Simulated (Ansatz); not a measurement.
# Optical response of SiMo3

Aim: the dielectric function of SiMo3, and the optical constants that follow from it.

Program: Ansatz 0.2.0. Level of theory: DFT, PBE, plane-wave PAW, default files, scalar-relativistic, independent-particle optical response without local fields. Results are calculated unless marked as measured.

## (1) The structure

Symmetry: Pm-3n, No. 223, cubic system. Conventional cell: a = 4.889 Å, b = 4.889 Å, c = 4.889 Å, α = 90.00°, β = 90.00°, γ = 90.00°. Nearest to Mo lie 2 Mo at 2.44 Å and 4 Si at 2.73 Å. Nearest to Si lie 12 Mo at 2.73 Å. Farther neighbours are not listed.

## (2) Ground state and bands

First the ground state: is it a metal or has it a gap?

This step: DFT, PBE, plane-wave PAW, default files, scalar-relativistic, ground state (Ansatz 0.2.0).

input.yaml reads:

```yaml
crystal:
  lattice:
    - [4.889, 0.0, 0.0]
    - [0.0, 4.889, 0.0]
    - [0.0, 0.0, 4.889]
  atoms:
    - { symbol: Mo, position: [0.0, 0.5, 0.25] }
    - { symbol: Mo, position: [0.0, 0.5, 0.75] }
    - { symbol: Mo, position: [0.5, 0.25, 0.0] }
    - { symbol: Mo, position: [0.75, 0.0, 0.5] }
    - { symbol: Mo, position: [0.5, 0.75, 0.0] }
    - { symbol: Mo, position: [0.25, 0.0, 0.5] }
    - { symbol: Si, position: [0.5, 0.5, 0.5] }
    - { symbol: Si, position: [0.0, 0.0, 0.0] }
kpoints:
  mp_grid: { grid: [5, 5, 5] }
  band_path:
    path:
      - [[0.0, 0.0, 0.0], [0.0, 0.5, 0.0], [0.5, 0.5, 0.0], [0.0, 0.0, 0.0], [0.5, 0.5, 0.5], [0.0, 0.5, 0.0]]
      - [[0.5, 0.5, 0.0], [0.5, 0.5, 0.5]]
    npoints: 8
scf:
  occupations: { method: fermi_dirac, width: 0.05 }
  n_extra_bands: 12
hamiltonian:
  xc: pbe
  pseudopotentials: { kind: paw }
output:
  forces: true
  stress: true
  populations: true
  write_bands: true
```

Launch:

```
> ansatz run input.yaml --threads 4 --pin off --max-ram 8192MiB --backend cpu --events-out ev --progress --plain --runs-dir out
```

Numbers of over 12 decimals in the logs are rounded to 6 here.

Output:

```text
scf.n_extra_bands = 12 over 46 filled bands (N_el = 92.0): the run solves 58 bands
Engine: ansatz 0.2.0, x86_64-unknown-linux-gnu
Pseudopotentials: kind: paw
Pseudopotential: Mo, paw, valence charge 14, recommended cutoff 420 eV (normal), Mo.paw.azcp
Pseudopotential: Si, paw, valence charge 4, recommended cutoff 420 eV (normal), Si.paw.azcp
Functional definition: PBE
  parameter kappa = 0.804
  parameter beta = 0.066725
  exchange = pbe_x(kappa = kappa, mu = beta*pi^2/3)
  correlation = pbe_c(beta = beta)
Crystal: 8 atoms, lattice volume = 116.858 Å³
Basis set: ecut = 420 eV, 2301 PW (Γ), exchange–correlation on 72×72×72 points (8 copies of the dense FFT grid, shifted against one another)
Bands: 58, of which v1, the nominal top of the filled ones, is band 46 counted from 1 (45 counted from 0)
Symmetry: 48 space group operations
Space group: Pm-3n (ITA 223), of the structure as read, at distance tolerance 4.9e-5 Å
k-points: 10 of 125
Non-local potential: Mo, projectors of the file, l = 0: 3, l = 1: 2, l = 2: 2, l = 3: 1
Non-local potential: Si, projectors of the file, l = 0: 2, l = 1: 2, l = 2: 2
PAW form: soft (Blöchl's): semilocal exchange-correlation on the pseudo side does not see the compensation charge
PAW one-centre angular grid: Mo, 590 points (default); XC on 64 Gauss nodes
PAW one-centre angular grid: Si, 110 points (default); XC on 64 Gauss nodes
Initial density: superposition of atomic densities (neutral atoms: chi_scale 0, normalization atom), corrected by the library's trained network
Initial wavefunctions: pseudopotential atomic-orbital guess
Functional: x = pbe(κ = 0.804, μ = 0.219515), c = pbe(β = 0.066725)
SCF iter   1: F=—  HF=-31010.379113 eV  |F-HF|=—  |Δ(HF+E_count)|=         —  Δρ=3.58e-3  dr2=6.37e-3  ethr=1.77e-3  ⟨swp⟩=5.8  Hψ=2040  notcnv=0  defer=3
preconditioner: auto → Resta (q_TF=auto, 2.622 Å⁻¹)  ε∞=18.1  [insulator: Δε(μ)=0.187 eV  Ē_g=5.505 eV  σ=0.050 eV  W_gap=0.73  n_scr=32 (ndim 8)  ℏωp=22.8 eV  f_vac=0.000  D(μ)=2.46/eV (n_scr^D=18)  ε∞_Penn≈18.1]
SCF iter   2: F=—  HF=-31010.381434 eV  |F-HF|=—  |Δ(HF+E_count)|=   2.32e-3  Δρ=2.04e-3  dr2=2.05e-3  ethr=6.92e-6  ⟨swp⟩=2.8  Hψ=1097  notcnv=0  defer=5
SCF iter   3: F=—  HF=-31010.381880 eV  |F-HF|=—  |Δ(HF+E_count)|=   4.46e-4  Δρ=2.33e-4  dr2=2.75e-5  ethr=2.22e-6  ⟨swp⟩=2.0  Hψ=758  notcnv=0  defer=5
SCF iter   4: F=—  HF=-31010.381875 eV  |F-HF|=—  |Δ(HF+E_count)|=   5.36e-6  Δρ=4.52e-5  dr2=1.11e-6  ethr=2.98e-8  ⟨swp⟩=2.1  Hψ=974  notcnv=0  defer=5
iter 5 did not close the SCF: its close was put off for the readings that it lacked (scf_convergence_deferred on its scf_iter line)
SCF iter   5: F=-31010.381875 eV  HF=-31010.381875 eV  |F-HF|=1.19e-8  |Δ(HF+E_count)|=   1.12e-7  Δρ=8.20e-6  dr2=3.00e-8  ethr=1.21e-9  ⟨swp⟩=2.6  Hψ=1011  notcnv=0  defer=5
SCF iter   6: F=-31010.381875 eV  HF=-31010.381875 eV  |F-HF|=4.37e-11  |Δ(HF+E_count)|=   1.27e-8  Δρ=9.11e-7  dr2=6.10e-10  ethr=3.26e-11  ⟨swp⟩=6.3  Hψ=1831  notcnv=0
SCF 1 converged in 6 iterations: F = -31010.381875 eV  dr2 = 6.10e-10
  greatest PAW one-centre occupation: 0.998 electrons in one spin orbital (limit 2), on the Mo atom at site 4 (counted from 0), in its partial waves of l = 0
NSCF: frozen V_eff on 50 k-points
SCF converged after 6 iterations
Free energy (F): -31010.381875 eV
Harris-Foulkes:  -31010.381875 eV  (|F-HF|=4.37e-11)
Internal energy: -31010.359522 eV  (E = F + TS)
E sigma→0 (E₀):  -31010.370698 eV
Entropy (-TS):   -0.022353 eV (-2.794 meV/atom)
Fermi energy:    19.772565 eV
--- Per-component energies (eV) ---
  E_band       = -344.137306
  E_kinetic    = 2745.861388
  E_local      = -5516.846491  (includes V_loc(G=0)·N_el)
  E_nonlocal   = 908.719240
  E_hartree    = 1933.322408
  E_xc         = -1218.315926
  E_vxc        = -1477.253077  (∫ρ·V_xc dr)
  E_paw        = -20235.067833  (= ΣΔE_a)
  E_vpaw       = -871.262719  (= ΣTr[D̂ρ^β])
  E_aug_tail   = 0.000337  (compensation charges beyond the density's cutoff)
  E_ewald      = -9628.032645
  E_smearing   = -0.022353  (= −TS)
  E_closure    = -0.000000  (closes the sum)
  Σ components = -31010.381875   (vs F -31010.381875, Δ=0.00e0)
--- Forces (eV/Å), atoms counted from 1 ---
  atom   1  Mo     0.00000000    -0.00000000     0.00000000
  atom   2  Mo    -0.00000000     0.00000000    -0.00000000
  atom   3  Mo     0.00000000    -0.00000000     0.00000000
  atom   4  Mo     0.00000000    -0.00000000     0.00000000
  atom   5  Mo    -0.00000000     0.00000000    -0.00000000
  atom   6  Mo    -0.00000000     0.00000000    -0.00000000
  atom   7  Si    -0.00000000     0.00000000    -0.00000000
  atom   8  Si    -0.00000000     0.00000000     0.00000000
  max |Σ_I F_I| component: 1.85e-17 eV/Å
--- Stress (GPa, compression-positive) ---
        2.036544       0.000000       0.000000
        0.000000       2.036544       0.000000
        0.000000       0.000000       2.036544
  P = ⅓ Tr σ = 2.0365 GPa (20.365 kbar)
--- Band table (eV; the first three rows and the last of 10) ---
  k-point 0: bands = [... 42 lower, 18.1779, 18.1779, 20.9901, 20.9901, 20.9901, 21.8037, 22.1114, 22.1114, ... 8 higher]
  k-point 1: bands = [... 42 lower, 18.2879, 18.3717, 20.3588, 20.7714, 20.7714, 21.6205, 21.7730, 21.8788, ... 8 higher]
  k-point 2: bands = [... 42 lower, 18.0662, 18.2469, 19.4609, 20.6504, 20.6504, 20.9258, 21.2631, 21.3579, ... 8 higher]
  k-point 9: bands = [... 42 lower, 18.0938, 18.2505, 18.2505, 18.3553, 19.2442, 19.2442, 20.8953, 20.8953, ... 8 higher]
--- Löwdin populations: 8 sites ---
  site symbol       q [e]
     0     Mo     13.8778
     1     Mo     13.8778
     2     Mo     13.8778
     3     Mo     13.8778
     4     Mo     13.8778
     5     Mo     13.8778
     6     Si      4.0920
     7     Si      4.0920
  spilling = 0.005971 (of n_electrons = 92.000000)
```

The job ended after 8.8 s (4 threads of Intel Xeon at 2.50GHz (Skylake/Cascade Lake), shared host; peak memory 0.55 GiB; 27 s of CPU time).

In the SCF lines HF is the Harris–Foulkes energy and dr2 the Hartree energy of the density residual, in eV; the loop may stop once dr2 is under the threshold and the program's other checks hold. Hψ counts applications of the Hamiltonian.

This step gave:

```
free energy         : -31010.3819 eV
Fermi energy        : 19.77 eV
electrons           : 92
symmetry operations : 48
pressure            : 2.037 GPa
volume              : 116.9 Å³
gap on the path     : 0 eV
```

There are states at the Fermi level within the smearing, so the occupations stay smeared and the carriers get a Drude term. The cell is left with a pressure of 2.0 GPa, as it stands unrelaxed at this level.

The electronic bands at the labelled points (eV, zero at the Fermi level; # counts the bands kept):

```csv
point,#19,#20,#21,#22,#23,#24,#25,#26
Γ,-1.59,-1.59,1.22,1.22,1.22,2.03,2.34,2.34
halfway,-1.47,-1.35,0.24,0.93,0.93,1.72,1.88,2.03
X,-1.73,-1.73,0.20,0.20,0.90,0.90,1.48,1.48
halfway,-1.68,-1.40,-0.20,-0.02,0.10,0.34,0.44,0.55
M,-1.13,-0.92,-0.92,-0.81,-0.71,-0.53,-0.16,0.20
halfway,-1.56,-1.26,-0.28,0.35,0.73,0.97,1.48,1.64
Γ,-1.59,-1.59,1.22,1.22,1.22,2.03,2.34,2.34
halfway,-1.65,-1.65,-0.55,-0.55,0.83,0.83,1.33,1.40
R,-1.24,-1.24,-1.24,-1.24,-1.24,-1.24,1.23,1.23
halfway,-1.52,-1.52,-0.84,-0.84,-0.17,-0.17,1.11,1.11
X,-1.73,-1.73,0.20,0.20,0.90,0.90,1.48,1.48
jump to M,-1.13,-0.92,-0.92,-0.81,-0.71,-0.53,-0.16,0.20
halfway,-1.40,-1.33,-1.03,-1.03,-0.85,-0.61,0.49,0.78
R,-1.24,-1.24,-1.24,-1.24,-1.24,-1.24,1.23,1.23
```

## (3) Spectrum

The spectrum is a sum over vertical transitions between filled and empty bands at the fixed density, so many empty bands are needed.

This step: DFT, PBE, plane-wave PAW, default files, scalar-relativistic, independent-particle optical response without local fields (Ansatz 0.2.0).

input.yaml, the sections that differ from step 2:

```yaml
kpoints:
  mp_grid: { grid: [5, 5, 5] }
scf:
  occupations: { method: fermi_dirac, width: 0.05 }
output:
  optics:
    e_range: [0, 14]
    de: 0.05
    sigma: 0.1
    drude_damping: 0.05
    nscf_kmesh: { grid: [6, 6, 6] }
    bands: { spectra_wanted_up_to: 14 }
# crystal, hamiltonian: as in step 2
```

Output:

```text
[...]
Crystal: 8 atoms, lattice volume = 116.858 Å³
Basis set: ecut = 420 eV, 2301 PW (Γ)
Bands: 56, of which v1, the nominal top of the filled ones, is band 46 counted from 1 (45 counted from 0)
[... 1 set-up line as in the run before ...]
[...]
k-points: 10 of 125
[...]
SCF iter   1: F=—  HF=-31010.379030 eV  |F-HF|=—  |Δ(HF+E_count)|=         —  Δρ=3.57e-3  dr2=6.29e-3  ethr=1.77e-3  ⟨swp⟩=5.8  Hψ=1955  notcnv=0
[...]
SCF iter   7: F=-31010.381886 eV  HF=-31010.381886 eV  |F-HF|=0.00e0  |Δ(HF+E_count)|=  1.96e-10  Δρ=1.17e-7  dr2=7.50e-12  ethr=1.00e-12  ⟨swp⟩=5.0  Hψ=1818  notcnv=0
SCF 1 converged in 7 iterations: F = -31010.381886 eV  dr2 = 7.50e-12
[...]
NSCF: frozen V_eff on 20 k-points
output.optics: what the bands over the 97 summed would add to eps1, eps2 and the energy-loss function is held between a lower and an upper bound (8 Lanczos steps). eps1, eps2 and their loss function (loss_summed_bands) are given on every row as the summed bands alone make them. Along an axis, on a row where the two bounds hold the loss function to about 1 % of the greater of itself and 0.5 % of |1/eps|, its cell (loss_completed) is given, with the completed eps1 and eps2 that it is formed of (a cell that is left empty reads nan in the table and null in the record). The two bounds hold it so along every axis on all 280 rows up to 14.000 eV. [rest of the remark cut]
SCF converged after 7 iterations
Free energy (F): -31010.381886 eV
[...]
Internal energy: -31010.359533 eV  (E = F + TS)
E sigma→0 (E₀):  -31010.370709 eV
Entropy (-TS):   -0.022353 eV (-2.794 meV/atom)
Fermi energy:    19.772550 eV
[...]
--- Band table (eV; the first three rows and the last of 10) ---
  k-point 0: bands = [... 42 lower, 18.1779, 18.1779, 20.9901, 20.9901, 20.9901, 21.8036, 22.1114, 22.1114, ... 6 higher]
  k-point 1: bands = [... 42 lower, 18.2879, 18.3717, 20.3588, 20.7714, 20.7714, 21.6205, 21.7730, 21.8788, ... 6 higher]
  k-point 2: bands = [... 42 lower, 18.0662, 18.2469, 19.4609, 20.6504, 20.6504, 20.9258, 21.2631, 21.3578, ... 6 higher]
  k-point 9: bands = [... 42 lower, 18.0938, 18.2505, 18.2505, 18.3552, 19.2442, 19.2442, 20.8953, 20.8953, ... 6 higher]
```

Elapsed: 2.5 min, on 4 threads; peak memory 1.5 GiB.

Numbers from this step:

| Property | Result |
| --- | --- |
| main peak of the optical conductivity above 1 eV, first axis | 3.965 eV |
| Drude plasma energy, first axis | 5.700 eV |
| bands summed | 97 |
| spectra valid up to | 20.20 eV |
| program's estimate of the k-sum error in Im epsilon | 0.12 % |
| electrons in the f-sum | 67.53 |

Im ε, any direction against photon energy; read off at these points:

```csv
photon energy (eV),"Im ε, any direction"
0.50,99.1
1.00,37.5
1.50,30.9
2.00,33.8
2.40,35.4
2.50,33.2
3.00,25.0
3.50,21.5
4.00,24.6
4.50,16.7
5.00,11.8
5.50,10.8
6.00,10.7
6.50,9.55
7.00,6.92
7.50,7.37
8.00,5.49
8.50,4.96
9.00,3.81
9.50,3.63
10.00,3.60
10.50,3.52
11.00,3.28
11.50,3.34
12.00,2.81
12.50,2.41
13.00,1.94
13.50,1.50
14.00,1.73
```

The Re ε, any direction by photon energy:

photon energy (eV), Re ε, any direction and a bar from the least value:
```
      0.5       -108 
      1.0         -7 ###########################
      1.5          6 ##############################
      2.0          6 ##############################
      2.5         -2 ############################
      3.0         -1 ############################
      3.5         -2 ############################
      4.0         -5 ###########################
      4.5         -9 ##########################
      5.0         -6 ###########################
      5.5         -5 ###########################
      6.0         -4 ###########################
      6.5         -6 ###########################
      7.0         -4 ###########################
      7.5         -5 ###########################
      8.0         -4 ###########################
      8.5         -4 ###########################
      9.0         -4 ###########################
      9.5         -3 ############################
     10.0         -2 ############################
     10.5         -2 ############################
     11.0         -2 ############################
     11.5         -2 ############################
     12.0         -2 ############################
     12.5         -2 ############################
     13.0         -2 ############################
     13.5         -2 ############################
     14.0         -1 ############################
```

Values under 1 per cm are given as 1. Table of absorption coefficient, any direction by photon energy:

photon energy (eV), log10 absorption coefficient, any direction (1/cm) and a bar from the least value:
```
    0.500        5.8 ###
    1.000        5.7 
    1.500        5.7 ##
    2.000        5.9 #########
    2.500        6.0 ################
    3.000        6.0 #################
    3.500        6.1 ###################
    4.000        6.2 ########################
    4.500        6.2 ##########################
    5.000        6.2 ########################
    5.500        6.2 ########################
    6.000        6.2 #########################
    6.500        6.3 ############################
    7.000        6.2 ##########################
    7.500        6.3 ############################
    8.000        6.3 ############################
    8.500        6.3 ############################
    9.000        6.3 ############################
    9.500        6.3 ###########################
   10.000        6.3 ###########################
   10.500        6.3 ############################
   11.000        6.3 ###########################
   11.500        6.3 #############################
   12.000        6.3 ##############################
   12.500        6.3 ##############################
   13.000        6.3 #############################
   13.500        6.3 ############################
   14.000        6.3 ###########################
```

Loss function −Im 1/ε at q → 0, any direction against energy loss; read off at these points:

```csv
energy loss (eV),"loss function −Im 1/ε at q → 0, any direction"
0.50,0.00459
1.00,0.0257
1.50,0.0311
2.00,0.0287
2.50,0.0299
3.00,0.0399
3.50,0.0459
4.00,0.0390
4.50,0.0457
5.00,0.0659
5.50,0.0752
6.00,0.0821
6.50,0.0765
7.00,0.104
7.50,0.0943
8.00,0.116
8.50,0.126
9.00,0.129
9.50,0.176
10.00,0.192
10.50,0.190
10.90,0.230
11.00,0.227
11.50,0.221
12.00,0.208
12.50,0.210
13.00,0.247
13.50,0.286
13.85,0.375
14.00,0.363
```

Table of reflectivity at normal incidence, any direction by photon energy; read off at these points:

photon energy (eV), reflectivity at normal incidence, any direction (%) and a bar from the least value:
```
    0.500       88.8 ##############################
    0.750       82.2 ##########################
    1.000       66.5 ################
    1.250       62.7 #############
    1.500       57.8 ##########
    1.750       59.4 ###########
    2.000       59.6 ###########
    2.250       59.8 ###########
    2.500       62.6 #############
    2.750       59.3 ###########
    3.000       58.3 ###########
    3.250       57.6 ##########
    3.500       56.9 ##########
    3.750       55.6 #########
    4.000       60.9 ############
    4.250       62.4 #############
    4.400       64.0 ##############
    4.500       63.9 ##############
    4.750       61.6 #############
    5.000       58.6 ###########
    5.250       55.5 #########
    5.500       55.9 #########
    5.750       53.7 ########
    6.000       52.6 #######
    6.250       54.4 ########
    6.500       57.6 ##########
    6.750       58.0 ##########
    6.800       58.1 ##########
    7.000       53.7 ########
    7.250       52.3 #######
    7.500       55.5 #########
    7.750       58.6 ###########
    8.000       54.2 ########
    8.250       53.3 #######
    8.500       53.5 #######
    8.750       55.3 #########
    8.950       57.2 ##########
    9.000       57.0 ##########
    9.250       52.4 #######
    9.500       48.8 ####
    9.750       47.5 ####
   10.000       46.1 ###
   10.250       45.2 ##
   10.500       47.1 ###
   10.750       45.4 ##
   11.000       42.4 
   11.250       43.8 #
   11.500       43.0 #
   11.750       47.4 ####
   12.000       48.7 ####
   12.250       48.9 ####
   12.500       51.1 ######
   12.750       52.0 ######
   13.000       50.5 ######
   13.250       51.4 ######
   13.500       51.4 ######
   13.750       44.5 ##
   14.000       41.8
```

At chosen wavelengths:

| wavelength (nm) | n | k | R (%) | 1/α |
| --- | --- | --- | --- | --- |
| 1550 | 3.05 | 6.466 | 79.0 | 19 nm |
| 1064 | 4.07 | 4.565 | 65.0 | 19 nm |
| 532 | 4.41 | 3.942 | 60.6 | 11 nm |
| 450 | 3.48 | 3.751 | 59.2 | 9.5 nm |
| 365 | 3.22 | 3.546 | 57.6 | 8.2 nm |
| 308 | 3.10 | 3.888 | 61.2 | 6.3 nm |
| 193 | 1.73 | 2.912 | 56.6 | 5.3 nm |

A polished face would reflect 60 % of daylight and look light grey (CIE x = 0.311, y = 0.331 under D65).

## (4) Summary of results

| Item | Value |
| --- | --- |
| gap on the path | 0 eV |
| main peak of the optical conductivity above 1 eV, first axis | 3.96 eV |
| Drude plasma energy, first axis | 5.70 eV |

In words: At this level (PBE, independent particles) SiMo3 is a metal with a Drude plasma energy of 5.7 eV; it reflects 60 % at 550 nm. Along x the bare Drude plasma energy is 5.7 eV; Re ε first rises through zero at 1.30 eV, far lower, because interband transitions screen the carriers. Im ε is 32 there, so the loss peak at that energy is weak. A polished face would reflect 60 % of daylight and look light grey (CIE x = 0.311, y = 0.331 under D65). In the base run ε includes the program's bounded estimate of what the bands above those summed add. The carriers' damping of 0.05 eV is typed, not computed; at 0.8 eV the carriers give 8 % of Im ε along the first axis; the rest comes from the sum over bands, which at low energy also holds close bands and the noise of the mesh. The Fermi-Dirac width of 0.05 eV acts as an electron temperature of 580 K in the carriers' term.

[Logs are printed without paths, hosts, clocks, repeated set-up lines and the standing remarks that a program may print on its own settings, such as how far it seeks lower states.]

[Hosts, paths, dates, database ids (printed as entryN), source tags and the programs' standing remarks are cut or masked in the printed files.]
